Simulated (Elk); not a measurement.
## Collinear magnetic orders of SrV2 with Elk

Does SrV2 prefer parallel or opposed moments, or none?

Main program and level: Elk 11.2.3 (patched build); PBE; all-electron APW+lo, Dirac cores, scalar-relativistic bands.

### Step 1. Set-up

It takes space group Fd-3m (No. 227, cubic). The conventional cell has a = 7.920 Å, b = 7.920 Å, c = 7.920 Å, α = 90.00°, β = 90.00°, γ = 90.00°. Nearest to Sr lie 12 V at 3.28 Å and 4 Sr at 3.43 Å. Nearest to V lie 6 V at 2.80 Å and 6 Sr at 3.28 Å. invented: CaNi2 (Fd-3m) with Sr for Ca, V for Ni. Farther neighbours are not listed.

The cell is a made-up one and need not be a known phase.

The settings of this session are not all sound (see the inputs), so it shows what such settings give, not the properties of the crystal.

### Step 2. Order 1, typed as ferro ++++

Parallel moments need no larger cell; this start tests for a ferromagnetic state only.

Moments are seeded by fields in the spheres (the last three columns under atoms), set against the wanted direction and reduced each loop.

The input, elk.in:

```
tasks
  0
  33
  73

xctype
  20

rgkmax
  7.0

nempty
  5

swidth
  0.005

reducebf
  0.5

epsengy
  1e-05

maxscl
  100

lmaxi
  3

spincore
  .true.

spinpol
  .true.

sppath
  './'

avec
  0.00000000000 7.48352143367 7.48352143367
  7.48352143367 0.00000000000 7.48352143367
  7.48352143367 7.48352143367 0.00000000000

atoms
  2
  'Sr.in'
  2
  0.0000000000 0.0000000000 0.0000000000   0.000000 0.000000 0.000000
  0.2500000000 0.2500000000 0.2500000000   0.000000 0.000000 0.000000
  'V.in'
  4
  0.6250000000 0.6250000000 0.6250000000   0.000000 0.000000 -0.045000
  0.1250000000 0.6250000000 0.6250000000   0.000000 0.000000 -0.045000
  0.6250000000 0.1250000000 0.6250000000   0.000000 0.000000 -0.045000
  0.6250000000 0.6250000000 0.1250000000   0.000000 0.000000 -0.045000

ngridk
  6 6 6

plot3d
  0 0 0
  1 0 0
  0 1 0
  0 0 1
  29 29 29
```

Started as:

```bash
OMP_NUM_THREADS=4 elk
```

Numbers of over 12 decimals in the logs are rounded to 6 here.

The log of the run:

```text
Warning(init1): few empty states an atom for a second variation :    5.000000000
 they are its basis, with spin, DFT+U, afieldc (12 by default), in Hartree-Fock and RDMFT; 30 and more for pressures

--- INFO.OUT ---
┌─────────────────────────┐
│ Elk code version 11.2.3 │
└─────────────────────────┘

All units are atomic (Hartree, Bohr, etc.)

┌─────────────────────────────────────────────────┐
│ Ground-state run starting from atomic densities │
└─────────────────────────────────────────────────┘

Lattice vectors :
   0.000000000       7.483521434       7.483521434
   7.483521434       0.000000000       7.483521434
   7.483521434       7.483521434       0.000000000

Reciprocal lattice vectors :
 -0.4198013838      0.4198013838      0.4198013838
  0.4198013838     -0.4198013838      0.4198013838
  0.4198013838      0.4198013838     -0.4198013838

Unit cell volume      :    838.2006944
Brillouin zone volume :   0.2959317680

Muffin-tin inner radius fraction :   0.1000000000E-01

Nuclei treated as point charges

Species : 1 (Sr)
 parameters loaded from : Sr.in
 name : strontium
 nuclear charge    :   -38.00000000
 electronic charge :    38.00000000
 atomic mass :    159721.4892
 muffin-tin radius :    2.600000000
 number of radial points in muffin-tin :   1193
 inner part over the whole radius :   0.9909106339E-02
 number on inner part of muffin-tin    :    847
 approximate nuclear radius :   0.8067967193E-04
 number of mesh points to nuclear radius :    415
 atomic positions (lattice), magnetic fields (Cartesian) :
  1 :   0.37500000  0.37500000  0.37500000    0.00000000  0.00000000  0.00000000
  2 :  -0.37500000 -0.37500000 -0.37500000    0.00000000  0.00000000  0.00000000

Species : 2 (V)
 parameters loaded from : V.in
 name : vanadium
 nuclear charge    :   -23.00000000
 electronic charge :    23.00000000
 atomic mass :    92860.67382
 muffin-tin radius :    2.400000000
 number of radial points in muffin-tin :    993
 inner part over the whole radius :   0.9920165687E-02
 number on inner part of muffin-tin    :    699
 approximate nuclear radius :   0.6897515165E-04
 number of mesh points to nuclear radius :    327
 atomic positions (lattice), magnetic fields (Cartesian) :
  1 :   0.00000000  0.00000000  0.00000000    0.00000000  0.00000000 -0.04500000
  2 :   0.50000000  0.00000000  0.00000000    0.00000000  0.00000000 -0.04500000
  3 :   0.00000000  0.50000000  0.00000000    0.00000000  0.00000000 -0.04500000
  4 :   0.00000000  0.00000000  0.50000000    0.00000000  0.00000000 -0.04500000

Total number of atoms per unit cell :    6
Total muffin-tin volume :    378.8676964
 ratio of muffin-tin to unit cell volume :   0.4520011723

Spin treatment :
 spin-polarised
 spin-polarised core states
 global magnetic field (Cartesian) :    0.000000000       0.000000000       0.000000000
 collinear magnetisation in z-direction

Number of Bravais lattice symmetries :   48
Number of crystal symmetries         :   48
Crystal has inversion symmetry
Real symmetric eigensolver will be used

k-point grid :      6     6     6
k-point offset :    0.000000000       0.000000000       0.000000000
k-point set is reduced with full crystal symmetry group
Total number of k-points :       16

Muffin-tin radius times maximum |G+k| :    7.000000000
 using average radius
Maximum |G+k| for APW functions       :    2.837837838
Maximum (1/2)|G+k|²                   :    4.026661797
Maximum |G| for potential and density :    12.00000000
Constant for pseudocharge density :    8
 order of it for each species :   15  15
 order of it for pair densities of each species (exact exchange by exxq0 0: 15) :   11   9
Radial integration step length :    1

G-vector grid sizes :     42    42    42
Number of G-vectors :    24357

Maximum angular momentum used for
 APW functions            :    8
 outer part of muffin-tin :    6
 inner part of muffin-tin :    3

Total nuclear charge    :   -168.0000000
Total core charge       :    96.00000000
Total valence charge    :    72.00000000
Total excess charge     :    0.000000000
Total electronic charge :    168.0000000

Effective Wigner radius, rₛ :    1.060026466

Number of empty states         :     30
Total number of valence states :    134
Total number of core states    :     96

Third-order local-orbitals added for an l without core states : T
Total number of local-orbitals :     88

Exchange-correlation functional :     20     0     0
 Perdew-Burke-Ernzerhof, Phys. Rev. Lett. 77, 3865 (1996)
 gradient requirement :    1
 generalised gradient approximation (GGA)

Smearing type :    3
 Fermi-Dirac
Smearing width :   0.5000000000E-02
Effective electronic temperature (K) :    1578.875124

Mixing type :    3
 Broyden mixing, J. Phys. A: Math. Gen. 17, L317 (1984)

Kohn-Sham potential initialised from atomic data

┌──────────────────────────────┐
│ Self-consistent loop started │
└──────────────────────────────┘

┌─────────────────┐
│ Loop number : 1 │
└─────────────────┘

Energies :
 Fermi                       :     0.174478
 sum of occupied eigenvalues :     -5967.8140602427
 electron kinetic            :      10383.271241078
 core electron kinetic       :      9961.0423332032
 Coulomb                     :     -20149.152293528
 Coulomb potential           :     -15837.589781599
 nuclear-nuclear             :     -1356.8937022238
 electron-nuclear            :     -21782.578730844
 Hartree                     :      2990.3201395392
 Madelung                    :     -12230.357402729
 xc potential                :     -513.26256343143
 xc effective B-field        :    -0.163889
 external B-field            :      0.000000
 exchange                    :     -384.04731295210
 correlation                 :     -7.857558
 electron entropic           :    -0.25174008919274E-01
 total energy                :     -10157.811097118
 (external B-field energy excluded from total)

Density of states at Fermi energy :    309.5615630
 (states/Hartree/unit cell)

Estimated indirect band gap :   0.2750096657E-03
 from k-point 8 to k-point 16
Estimated direct band gap   :   0.1417081121E-02
 at k-point 6

Charges :
 core                        :    96.00000000
 valence                     :    72.00000000
 interstitial                :    9.908348137
 muffin-tins (core leakage)
  species : 1 (Sr)
   atom 1                    :    36.07536331     (  0.2971386594E-04)
   atom 2                    :    36.07536331     (  0.2971386594E-04)
  species : 2 (V)
   atom 1                    :    21.48523131     ( -0.2221798567E-06)
   atom 2                    :    21.48523131     ( -0.2221798567E-06)
   atom 3                    :    21.48523131     ( -0.2221798567E-06)
[...]
total in muffin-tins        :    5.939233858
 total moment                :    7.337767023

┌─────────────────┐
│ Loop number : 2 │
└─────────────────┘

Energies :
 Fermi                       :     0.175259
 sum of occupied eigenvalues :     -5967.7636239737
 electron kinetic            :      10381.598187293
 core electron kinetic       :      9959.9678215002
 Coulomb                     :     -20149.242164028
 Coulomb potential           :     -15837.556616253
 nuclear-nuclear             :     -1356.8937022238
 electron-nuclear            :     -21782.793197229
 Hartree                     :      2990.4447354250
 Madelung                    :     -12230.463855902
 xc potential                :     -511.58159614275
 xc effective B-field        :    -0.166462
 external B-field            :      0.000000
 exchange                    :     -384.05571249810
 correlation                 :     -7.857456
 electron entropic           :    -0.25181858394269E-01
 total energy                :     -10159.582327454
 (external B-field energy excluded from total)

Density of states at Fermi energy :    309.6420068
 (states/Hartree/unit cell)

Estimated indirect band gap :   0.1122583315E-03
 from k-point 6 to k-point 5
Estimated direct band gap   :   0.1255565553E-02
 at k-point 6

Charges :
 core                        :    96.00000000
 valence                     :    72.00000000
 interstitial                :    9.905373581
 muffin-tins (core leakage)
  species : 1 (Sr)
   atom 1                    :    36.07701346     (  0.2969863198E-04)
   atom 2                    :    36.07701346     (  0.2969863198E-04)
  species : 2 (V)
   atom 1                    :    21.48514987     ( -0.2221804767E-06)
   atom 2                    :    21.48514987     ( -0.2221804767E-06)
   atom 3                    :    21.48514987     ( -0.2221804767E-06)
   atom 4                    :    21.48514987     ( -0.2221804767E-06)
 total in muffin-tins        :    158.0946264
 total calculated charge     :    167.9998039
 total charge                :    168.0000000
 error                       :   0.1960953072E-03

Moments :
 interstitial                :    1.402727764
 muffin-tins
  species : 1 (Sr)
   atom 1                    :   0.6769277982E-01
   atom 2                    :   0.6769277982E-01
  species : 2 (V)
   atom 1                    :    1.452379045
   atom 2                    :    1.452379045
   atom 3                    :    1.452379045
   atom 4                    :    1.452379045
 total in muffin-tins        :    5.944901739
 total moment                :    7.347629503

RMS change in Kohn-Sham potential (target) :    5.560774385     (  0.1000000000E-05)
Absolute change in total energy (target)   :    1.771230336     (  0.1000000000E-04)

[... loops 3 to 29 left out ...]

┌──────────────────┐
│ Loop number : 30 │
└──────────────────┘

Energies :
 Fermi                       :     0.260211
 sum of occupied eigenvalues :     -5957.2064232436
 electron kinetic            :      10387.612082424
 core electron kinetic       :      9960.1484454901
 Coulomb                     :     -20152.183774433
 Coulomb potential           :     -15835.155694661
 nuclear-nuclear             :     -1356.8937022238
 electron-nuclear            :     -21791.154044045
 Hartree                     :      2995.8639718361
 Madelung                    :     -12234.605927102
 xc potential                :     -509.59284089414
 xc effective B-field        :    -0.69970484121740E-01
 external B-field            :      0.000000
 exchange                    :     -384.29825017048
 correlation                 :     -7.867402
 electron entropic           :    -0.29180274552517E-01
 total energy                :     -10156.766524316
 (external B-field energy excluded from total)

Density of states at Fermi energy :    361.2172676
 (states/Hartree/unit cell)

Estimated indirect band gap :   0.5556089899E-03
 from k-point 11 to k-point 9
Estimated direct band gap   :   0.1698758442E-02
 at k-point 9

Charges :
 core                        :    96.00000000
 valence                     :    72.00000000
 interstitial                :    9.764160604
 muffin-tins (core leakage)
  species : 1 (Sr)
   atom 1                    :    36.14187912     (  0.2886145644E-04)
   atom 2                    :    36.14187912     (  0.2886145644E-04)
  species : 2 (V)
   atom 1                    :    21.48802029     ( -0.2221834592E-06)
   atom 2                    :    21.48802029     ( -0.2221834592E-06)
   atom 3                    :    21.48802029     ( -0.2221834592E-06)
   atom 4                    :    21.48802029     ( -0.2221834592E-06)
 total in muffin-tins        :    158.2358394
 total calculated charge     :    167.9998229
 total charge                :    168.0000000
 error                       :   0.1770959418E-03

Moments :
 interstitial                :    1.241064382
 muffin-tins
  species : 1 (Sr)
   atom 1                    :   0.7842934830E-01
   atom 2                    :   0.7842934830E-01
  species : 2 (V)
   atom 1                    :   0.9028008490
   atom 2                    :   0.9028008490
   atom 3                    :   0.9028008490
   atom 4                    :   0.9028008490
 total in muffin-tins        :    3.768062093
 total moment                :    5.009126475

RMS change in Kohn-Sham potential (target) :   0.6067315349E-07 (  0.1000000000E-05)
Absolute change in total energy (target)   :   0.4910492862E-05 (  0.1000000000E-04)

Convergence targets achieved

┌──────────────────┐
│ Loop number : 31 │
└──────────────────┘

Energies :
 Fermi                       :     0.260211
 sum of occupied eigenvalues :     -5957.2064252962
 electron kinetic            :      10387.612079243
 core electron kinetic       :      9960.1484442619
 Coulomb                     :     -20152.183772593
 Coulomb potential           :     -15835.155695841
 nuclear-nuclear             :     -1356.8937022238
 electron-nuclear            :     -21791.154039168
 Hartree                     :      2995.8639687993
 Madelung                    :     -12234.605924672
 xc potential                :     -509.59283921187
 xc effective B-field        :    -0.69969372662711E-01
 external B-field            :      0.000000
 exchange                    :     -384.29824931999
 correlation                 :     -7.867402
 electron entropic           :    -0.29180326273793E-01
 total energy                :     -10156.766524966
 (external B-field energy excluded from total)

Density of states at Fermi energy :    361.2179223
 (states/Hartree/unit cell)

Estimated indirect band gap :   0.5556358067E-03
 from k-point 11 to k-point 9
Estimated direct band gap   :   0.1698580599E-02
 at k-point 9

Charges :
 core                        :    96.00000000
 valence                     :    72.00000000
 interstitial                :    9.764160648
 muffin-tins (core leakage)
  species : 1 (Sr)
   atom 1                    :    36.14187909     (  0.2886145603E-04)
   atom 2                    :    36.14187909     (  0.2886145603E-04)
  species : 2 (V)
   atom 1                    :    21.48802029     ( -0.2221839246E-06)
   atom 2                    :    21.48802029     ( -0.2221839246E-06)
   atom 3                    :    21.48802029     ( -0.2221839246E-06)
   atom 4                    :    21.48802029     ( -0.2221839246E-06)
 total in muffin-tins        :    158.2358394
 total calculated charge     :    167.9998229
 total charge                :    168.0000000
 error                       :   0.1770955606E-03

Moments :
 interstitial                :    1.241056009
 muffin-tins
  species : 1 (Sr)
   atom 1                    :   0.7842895234E-01
   atom 2                    :   0.7842895234E-01
  species : 2 (V)
   atom 1                    :   0.9027930439
   atom 2                    :   0.9027930439
   atom 3                    :   0.9027930439
   atom 4                    :   0.9027930439
 total in muffin-tins        :    3.768030080
 total moment                :    5.009086089

┌──────────────────────────────┐
│ Self-consistent loop stopped │
└──────────────────────────────┘

Wrote STATE.OUT
```

It took 3 min on 4 threads of Arm Neoverse V2, shared host; peak memory 0.71 GiB.

Spin moment in the muffin-tin sphere by atom:

```
atom  spin moment in the muffin-tin sphere (μB)
 Sr1                                      0.078
 Sr2                                      0.078
  V3                                      0.903
  V4                                      0.903
  V5                                      0.903
  V6                                      0.903
```

This step gave:

* density of states at the Fermi level: 13.27 states/eV/cell
* moment between the spheres: 1.241 μB
* magnetization: 5.009 μB
* final state: ferromagnetic

After 31 cycles the largest moment stands at 0.903 μB.

(Part 1 of 2 ends here.)

[Logs and program files are shortened in this print: banners, set-up blocks, solver, clock and traceback lines can be left out without a mark of their own.]

[Logs are printed without paths, hosts, clocks, repeated set-up lines and the standing remarks that a program may print on its own settings, such as how far it seeks lower states.]

[Hosts, paths, dates, database ids (printed as entryN), source tags and the programs' standing remarks are cut or masked in the printed files.]

[Where a cell is said to come from a database of computed structures, the database is the Materials Project.]
